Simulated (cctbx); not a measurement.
**Tb3In3Fe2Pt with cctbx, script by script**

Library: cctbx 2025.11. The data are simulated by the first script.

## 1. Simulate the data

run.py:

```python
from cctbx import adptbx, crystal, miller, sgtbx, xray
from cctbx.array_family import flex
from iotbx.shelx import hklf
from scitbx import matrix
import scitbx.random

cs = crystal.symmetry(unit_cell=(7.595, 7.595, 3.801, 90, 90, 120), space_group_symbol='Hall: P -6 -2')  # P-62m
atoms = [  # label, site, U (iso, or U11 U22 U33 U12 U13 U23 in A^2), occupancy
    ("Pt1", (0, 0, 0), (0.0026, 0.0026, 0.0027, 0.0013, -0.0000, -0.0000), 1),
    ("Tb1", (0.5897, 0.5897, 0), (0.0042, 0.0042, 0.0063, 0.0019, 0.0000, 0.0000), 1),
    ("In1", (0.7324, 0, 0.5), (0.0049, 0.0093, 0.0022, 0.0047, 0.0000, 0.0000), 1),
    ("Fe1", (1/3, 2/3, 0.5), (0.0052, 0.0052, 0.0082, 0.0026, -0.0000, 0.0000), 1),
]
xs = xray.structure(crystal_symmetry=cs)
for label, site, u, occ in atoms:
    u = adptbx.u_cif_as_u_star(cs.unit_cell(), u) if isinstance(u, tuple) else u
    xs.add_scatterer(xray.scatterer(label, site=site, u=u, occupancy=occ))
xs.set_inelastic_form_factors(0.71073, "sasaki")
xs.show_summary()
p1 = xs.expand_to_p1()
ms = miller.build_set(p1, anomalous_flag=True, d_min=0.6)
flex.set_random_seed(46718)
scitbx.random.set_random_seed(46718)
ms = ms.select(flex.random_double(ms.size()) < 0.5)
i = ms.structure_factors_from_scatterers(p1, algorithm="direct").f_calc().as_intensity_array().data()
i = i / flex.sqrt(1 + 0.1 * i / flex.max(i))  # extinction
i = i * 5000 / flex.max(i)
sig = flex.sqrt(i + flex.pow2(0.015 * i) + 2 ** 2)
noise = scitbx.random.variate(scitbx.random.normal_distribution())(i.size())
data = ms.array(data=i + sig * noise, sigmas=sig).set_observation_type_xray_intensity()
with open("data.hkl", "w") as f:
    data.export_as_shelx_hklf(f)
print("reflections written:", data.size(), " <I/sigma> = %.1f" % flex.mean(data.data() / data.sigmas()))
for h, a, b in list(data.sort("data"))[:12]:
    print("%4d%4d%4d %9.1f %7.1f" % (h + (a, b)))
```

```console
$ python run.py
```

```text
Number of scatterers: 4
At special positions: 4
Unit cell: (7.595, 7.595, 3.801, 90, 90, 120)
Space group: P -6 2 m (No. 189)
reflections written: 1846  <I/sigma> = 12.3
   0   0   2    5163.2   103.1
   0   0  -2    4984.0   103.1
   0   3   0    2218.9    57.0
   3  -3   0    2218.9    57.0
   2   0   1    2192.7    55.8
   2  -2  -1    2190.9    55.8
   0   0  -4    2138.4    55.9
  -2   0  -1    2130.6    55.8
   0   2   1    2129.0    55.8
  -2   2   1    2066.1    55.8
   0   2  -1    2060.9    55.8
  -1  -1  -1    1676.5    46.5
```

It took 0.24 s on 1 thread of Arm Neoverse V2, with other jobs on the host, peak memory 0.07 GiB.

## 2. Refinement (right model, isotropic)

run.py:

```python
import math
from cctbx import adptbx, crystal, maptbx, sgtbx, xray
from cctbx.array_family import flex
from cctbx.xray import observations
from iotbx.shelx import hklf
from scitbx.lstbx import normal_eqns_solving
from smtbx import absolute_structure, utils
from smtbx.refinement import constraints, least_squares

cs = crystal.symmetry(unit_cell=(7.595, 7.595, 3.801, 90, 90, 120), space_group_symbol='Hall: P -6 -2')  # P-62m
atoms = [  # label, site, U (iso, or U11 U22 U33 U12 U13 U23 in A^2), occupancy
    ("Pt1", (0, 0, 0), 0.0200, 1),
    ("Tb1", (0.5991, 0.5991, 0), 0.0200, 1),
    ("In1", (0.7367, 0, 0.5), 0.0200, 1),
    ("Fe1", (1/3, 2/3, 0.5), 0.0200, 1),
]
xs = xray.structure(crystal_symmetry=cs)
for label, site, u, occ in atoms:
    u = adptbx.u_cif_as_u_star(cs.unit_cell(), u) if isinstance(u, tuple) else u
    xs.add_scatterer(xray.scatterer(label, site=site, u=u, occupancy=occ))
xs.set_inelastic_form_factors(0.71073, "sasaki")
raw = hklf.reader(file_name="data.hkl").as_miller_arrays(crystal_symmetry=cs, anomalous=True)[0]
merged = raw.eliminate_sys_absent().merge_equivalents()
fo2 = merged.array().set_observation_type_xray_intensity()
print("Rint %.3f, %d unique reflections to %.2f A" % (merged.r_int(), fo2.size(), fo2.d_min()))
for sc in xs.scatterers():
    sc.flags.set_grad_site(True)
    sc.flags.set_grad_u_aniso(sc.flags.use_u_aniso())
    sc.flags.set_grad_u_iso(sc.flags.use_u_iso())
obs = fo2.as_xray_observations()
extra = {}
rep = constraints.reparametrisation(xs, [], utils.connectivity_table(xs), **extra)
ls = least_squares.crystallographic_ls(obs, rep, weighting_scheme=least_squares.mainstream_shelx_weighting(a=0, b=0))
print("cycle     R1     wR2    GooF  max shift (A)")
for cycle in range(8):
    ls.build_up()
    r1, wr2, goof = ls.r1_factor(cutoff_factor=2)[0], ls.wR2(), ls.goof()
    old = xs.sites_cart()
    normal_eqns_solving.levenberg_marquardt_iterations(ls, n_max_iterations=3, tau=1e-06, step_threshold=1e-7)
    big = flex.max((xs.sites_cart() - old).norms())
    print("%4d %7.4f %7.4f %7.3f %9.5f" % (cycle + 1, r1, wr2, goof, big))
    ls.build_up(objective_only=True)
    if abs(ls.wR2() - wr2) < 5e-5 and big < 5e-4:
        break
ls.build_up()
print("final R1 %.4f wR2 %.4f GooF %.3f  parameters %d  data/parameter %.1f" % (ls.r1_factor(cutoff_factor=2)[0], ls.wR2(), ls.goof(), ls.n_parameters, fo2.size() / ls.n_parameters))
cov = ls.covariance_matrix_and_annotations()
su = dict(zip(cov.annotations, (math.sqrt(max(v, 0)) for v in cov.matrix.matrix_packed_u_diagonal())))
a2 = cs.unit_cell().reciprocal_parameters()[0] ** -2
print("atom        x        y        z      Ueq    occ   su(xyz)  su(Uiso or U11)")
for sc in xs.scatterers():
    s = max(su.get(sc.label + k, 0) for k in (".x", ".y", ".z"))
    npd = "" if sc.is_positive_definite_u(cs.unit_cell()) else "  NPD"
    print("%-5s %8.5f %8.5f %8.5f %8.4f %6.3f %8.5f %7.4f%s" % ((sc.label,) + sc.site + (sc.u_iso_or_equiv(cs.unit_cell()), sc.occupancy, s, su.get(sc.label + ".uiso", su.get(sc.label + ".u11", 0) * a2), npd)))
fo = fo2.f_sq_as_f()
fc = fo.structure_factors_from_scatterers(xs, algorithm="direct").f_calc()
diff = fo.f_obs_minus_f_calc(1 / math.sqrt(ls.scale_factor()), fc).average_bijvoet_mates()
m = diff.fft_map(symmetry_flags=maptbx.use_space_group_symmetry, resolution_factor=0.25).apply_volume_scaling()
print("difference map: max %.2f min %.2f rms %.2f" % (m.statistics().max(), m.statistics().min(), m.statistics().sigma()))
peaks = m.peak_search(parameters=maptbx.peak_search_parameters(min_distance_sym_equiv=0.6, max_clusters=6)).all()
near = xs.closest_distances(peaks.sites(), distance_cutoff=4)
sps = cs.special_position_settings(min_distance_sym_equiv=0.5)
for k, (x, h) in enumerate(zip(peaks.sites(), peaks.heights())):
    ss = sps.site_symmetry(x)
    print("Q%-3d %7.4f %7.4f %7.4f %4d %7.2f  %.2f A from %s" % ((k + 1,) + tuple(t % 1 for t in ss.exact_site()) + (ss.multiplicity(), h, near.smallest_distances[k], xs.scatterers()[near.i_seqs[k]].label)))
```

```console
$ python run.py
```

```text
Rint 0.042, 377 unique reflections to 0.60 A
cycle     R1     wR2    GooF  max shift (A)
   1  0.2491  0.4597  13.601   0.07061
   2  0.0235  0.0505   1.495   0.00002
final R1 0.0235 wR2 0.0505 GooF 1.495  parameters 6  data/parameter 62.8
atom        x        y        z      Ueq    occ   su(xyz)  su(Uiso or U11)
Pt1    0.00000  0.00000  0.00000   0.0028  1.000  0.00000  0.0001
Tb1    0.58980  0.58980  0.00000   0.0049  1.000  0.00008  0.0001
In1    0.73233  0.00000  0.50000   0.0049  1.000  0.00012  0.0001
Fe1    0.33333  0.66667  0.50000   0.0058  1.000  0.00000  0.0004
difference map: max 5.16 min -4.43 rms 0.55
Q1    0.0573  0.7526  0.5000    6    5.64  0.38 A from In1
Q2    0.0000  0.4109  0.0985    6    3.21  0.37 A from Tb1
Q3    0.3333  0.6667  0.3997    4    2.11  0.38 A from Fe1
Q4    0.1683  0.8310  0.3971   12    1.83  1.18 A from In1
Q5    0.1126  0.8046  0.0000    6    1.83  1.99 A from Tb1
Q6    0.0000  0.3436  0.3866    6    1.80  1.55 A from Tb1
```

Time: 0.38 s.

## 3. Refinement (right model, anisotropic)

run.py, as its changes from the last script of this kind:

```diff
@@ -12,4 +12,4 @@
-    ("Pt1", (0, 0, 0), 0.0200, 1),
-    ("Tb1", (0.5991, 0.5991, 0), 0.0200, 1),
-    ("In1", (0.7367, 0, 0.5), 0.0200, 1),
-    ("Fe1", (1/3, 2/3, 0.5), 0.0200, 1),
+    ("Pt1", (0, 0, 0), 0.0030, 1),
+    ("Tb1", (0.5898, 0.5898, 0), 0.0049, 1),
+    ("In1", (0.73233, 0, 0.5), 0.0049, 1),
+    ("Fe1", (1/3, 2/3, 0.5), 0.0058, 1),
@@ -21,0 +22 @@
+xs.convert_to_anisotropic()
@@ -54,0 +56,4 @@
+fc = fo2.structure_factors_from_scatterers(xs, algorithm="direct").f_calc()
+absolute_structure.flack_analysis(xs, fo2.as_xray_observations()).show()
+h = absolute_structure.hooft_analysis(fo2, fc, scale_factor=ls.scale_factor())
+print("Hooft y: %.3f(%.0f)  Bijvoet pairs: %d" % (h.hooft_y, 1000 * h.sigma_y, h.n_bijvoet_pairs))
```

```console
$ python run.py
```

```text
Rint 0.042, 377 unique reflections to 0.60 A
cycle     R1     wR2    GooF  max shift (A)
   1  0.0237  0.0508   1.515   0.00050
   2  0.0143  0.0291   0.869   0.00000
final R1 0.0143 wR2 0.0291 GooF 0.869  parameters 12  data/parameter 31.4
atom        x        y        z      Ueq    occ   su(xyz)  su(Uiso or U11)
Pt1    0.00000  0.00000  0.00000   0.0026  1.000  0.00000  0.0001
Tb1    0.58973  0.58973  0.00000   0.0049  1.000  0.00005  0.0001
In1    0.73236  0.00000  0.50000   0.0049  1.000  0.00007  0.0001
Fe1    0.33333  0.66667  0.50000   0.0063  1.000  0.00000  0.0003
Flack x: 0.009(10)
Hooft y: -0.002(12)  Bijvoet pairs: 157
difference map: max 1.29 min -1.61 rms 0.29
Q1    0.0000  0.3543  0.3808    6    1.43  1.51 A from Tb1
Q2    0.0000  0.6321  0.1160    6    1.12  1.65 A from In1
Q3    0.1518  0.4516  0.0000    6    0.97  1.03 A from Tb1
Q4    0.0000  0.7285  0.1242    6    0.96  1.43 A from In1
Q5    0.0000  0.4368  0.5000    3    0.85  1.91 A from Tb1
Q6    0.1605  0.4705  0.3283   12    0.85  1.55 A from Fe1
```

Time: 0.39 s.

## 4. Refinement

run.py, as its changes from the last script of this kind:

```diff
@@ -15 +15 @@
-    ("Fe1", (1/3, 2/3, 0.5), 0.0058, 1),
+    ("Cu1", (1/3, 2/3, 0.5), 0.0058, 1),
@@ -36 +36 @@
-for cycle in range(8):
+for cycle in range(12):
@@ -56,4 +55,0 @@
-fc = fo2.structure_factors_from_scatterers(xs, algorithm="direct").f_calc()
-absolute_structure.flack_analysis(xs, fo2.as_xray_observations()).show()
-h = absolute_structure.hooft_analysis(fo2, fc, scale_factor=ls.scale_factor())
-print("Hooft y: %.3f(%.0f)  Bijvoet pairs: %d" % (h.hooft_y, 1000 * h.sigma_y, h.n_bijvoet_pairs))
```

```console
$ python run.py
```

```text
Rint 0.042, 377 unique reflections to 0.60 A
cycle     R1     wR2    GooF  max shift (A)
   1  0.0311  0.0670   1.999   0.00036
   2  0.0185  0.0392   1.171   0.00000
final R1 0.0185 wR2 0.0392 GooF 1.171  parameters 12  data/parameter 31.4
atom        x        y        z      Ueq    occ   su(xyz)  su(Uiso or U11)
Pt1    0.00000  0.00000  0.00000   0.0024  1.000  0.00000  0.0001
Tb1    0.58976  0.58976  0.00000   0.0047  1.000  0.00006  0.0001
In1    0.73238  0.00000  0.50000   0.0047  1.000  0.00009  0.0002
Cu1    0.33333  0.66667  0.50000   0.0108  1.000  0.00000  0.0004
difference map: max 1.51 min -3.04 rms 0.42
Q1    0.0000  0.3499  0.3798    6    1.67  1.51 A from Tb1
Q2    0.0521  0.1061  0.5000    6    1.28  1.48 A from In1
Q3    0.0000  0.3721  0.0000    3    1.28  0.29 A from Tb1
Q4    0.2398  0.6127  0.3557   12    1.22  0.83 A from Cu1
Q5    0.0000  0.4424  0.5000    3    1.15  1.92 A from Tb1
Q6    0.0000  0.6233  0.1353    6    1.12  1.61 A from In1
```

Time: 0.37 s.

This run holds a fault made on purpose: wrong element: Cu1 is Fe.

## 5. Refinement

run.py, as its changes from the last script of this kind:

```diff
@@ -12,4 +12,4 @@
-    ("Pt1", (0, 0, 0), 0.0030, 1),
-    ("Tb1", (0.5898, 0.5898, 0), 0.0049, 1),
-    ("In1", (0.73233, 0, 0.5), 0.0049, 1),
-    ("Cu1", (1/3, 2/3, 0.5), 0.0058, 1),
+    ("Pt1", (0, 0, 0), 0.0200, 1),
+    ("Tb1", (0.5259, 0.5259, 0), 0.0200, 1),
+    ("In1", (0.826, 0, 0.5), 0.0200, 1),
+    ("Fe1", (1/3, 2/3, 0.5), 0.0200, 1),
@@ -22 +21,0 @@
-xs.convert_to_anisotropic()
@@ -36 +35 @@
-for cycle in range(12):
+for cycle in range(10):
@@ -40 +39 @@
-    normal_eqns_solving.levenberg_marquardt_iterations(ls, n_max_iterations=3, tau=1e-06, step_threshold=1e-7)
+    normal_eqns_solving.levenberg_marquardt_iterations(ls, n_max_iterations=3, tau=0.0001, step_threshold=1e-7)
```

```console
$ python run.py
```

```text
Rint 0.042, 377 unique reflections to 0.60 A
cycle     R1     wR2    GooF  max shift (A)
   1  0.7144  0.9427  27.894   0.31942
   2  0.5195  0.8119  24.023   0.14320
   3  0.3868  0.7217  21.354   0.71488
   4  0.3508  0.6777  20.052   0.09753
   5  0.0278  0.0610   1.805   0.00743
   6  0.0235  0.0505   1.495   0.00000
final R1 0.0235 wR2 0.0505 GooF 1.495  parameters 6  data/parameter 62.8
atom        x        y        z      Ueq    occ   su(xyz)  su(Uiso or U11)
Pt1    0.00000  0.00000  0.00000   0.0028  1.000  0.00000  0.0001
Tb1    0.58980  0.58980  0.00000   0.0049  1.000  0.00008  0.0001
In1    0.73233  0.00000  0.50000   0.0049  1.000  0.00012  0.0001
Fe1    0.33333  0.66667  0.50000   0.0058  1.000  0.00000  0.0004
difference map: max 5.16 min -4.43 rms 0.55
Q1    0.0573  0.7526  0.5000    6    5.64  0.38 A from In1
Q2    0.0000  0.4109  0.0985    6    3.21  0.37 A from Tb1
Q3    0.3333  0.6667  0.3997    4    2.11  0.38 A from Fe1
Q4    0.1683  0.8310  0.3971   12    1.83  1.18 A from In1
Q5    0.1126  0.8046  0.0000    6    1.83  1.99 A from Tb1
Q6    0.0000  0.3436  0.3866    6    1.80  1.55 A from Tb1
```

Time: 0.53 s.

This run holds a fault made on purpose: start far from the minimum.

## 6. Refinement

run.py, as its changes from the last script of this kind:

```diff
@@ -12,4 +12,4 @@
-    ("Pt1", (0, 0, 0), 0.0200, 1),
-    ("Tb1", (0.5259, 0.5259, 0), 0.0200, 1),
-    ("In1", (0.826, 0, 0.5), 0.0200, 1),
-    ("Fe1", (1/3, 2/3, 0.5), 0.0200, 1),
+    ("Pt1", (0, 0, 0), 0.0030, 1),
+    ("Tb1", (0.5898, 0.5898, 0), 0.0049, 1),
+    ("In1", (0.73233, 0, 0.5), 0.0049, 1),
+    ("Fe1", (1/3, 2/3, 0.5), 0.0058, 1),
@@ -21 +21,2 @@
-xs.set_inelastic_form_factors(0.71073, "sasaki")
+xs.set_inelastic_form_factors(1.54184, "sasaki")
+xs.convert_to_anisotropic()
@@ -35 +36 @@
-for cycle in range(10):
+for cycle in range(12):
@@ -39 +40 @@
-    normal_eqns_solving.levenberg_marquardt_iterations(ls, n_max_iterations=3, tau=0.0001, step_threshold=1e-7)
+    normal_eqns_solving.levenberg_marquardt_iterations(ls, n_max_iterations=3, tau=1e-06, step_threshold=1e-7)
```

```console
$ python run.py
```

```text
Rint 0.042, 377 unique reflections to 0.60 A
cycle     R1     wR2    GooF  max shift (A)
   1  0.1131  0.2342   6.986   0.00096
   2  0.0886  0.1877   5.601   0.00001
final R1 0.0886 wR2 0.1877 GooF 5.601  parameters 12  data/parameter 31.4
atom        x        y        z      Ueq    occ   su(xyz)  su(Uiso or U11)
Pt1    0.00000  0.00000  0.00000   0.0032  1.000  0.00000  0.0008
Tb1    0.58993  0.58993  0.00000  -0.0002  1.000  0.00030  0.0007  NPD
In1    0.73235  0.00000  0.50000   0.0085  1.000  0.00042  0.0010
Fe1    0.33333  0.66667  0.50000   0.0051  1.000  0.00000  0.0019
difference map: max 23.22 min -8.24 rms 1.13
Q1    0.0000  0.4112  0.0000    3   23.37  0.01 A from Tb1
Q2    0.0000  0.5815  0.0000    3    9.54  1.30 A from Tb1
Q3    0.0745  0.5047  0.5000    6    4.10  1.72 A from Fe1
Q4    0.1313  0.6066  0.0000    6    3.54  1.32 A from Tb1
Q5    0.0000  0.7594  0.0000    3    3.43  1.83 A from Pt1
Q6    0.1476  0.6380  0.5000    6    3.21  1.32 A from Fe1
```

It took 0.38 s on 1 thread of Arm Neoverse V2, with other jobs on the host, peak memory 0.09 GiB.

This run holds a fault made on purpose: dispersion terms of the wrong wavelength.

[Logs are printed without paths, hosts, clocks, repeated set-up lines and the standing remarks that a program may print on its own settings, such as how far it seeks lower states.]
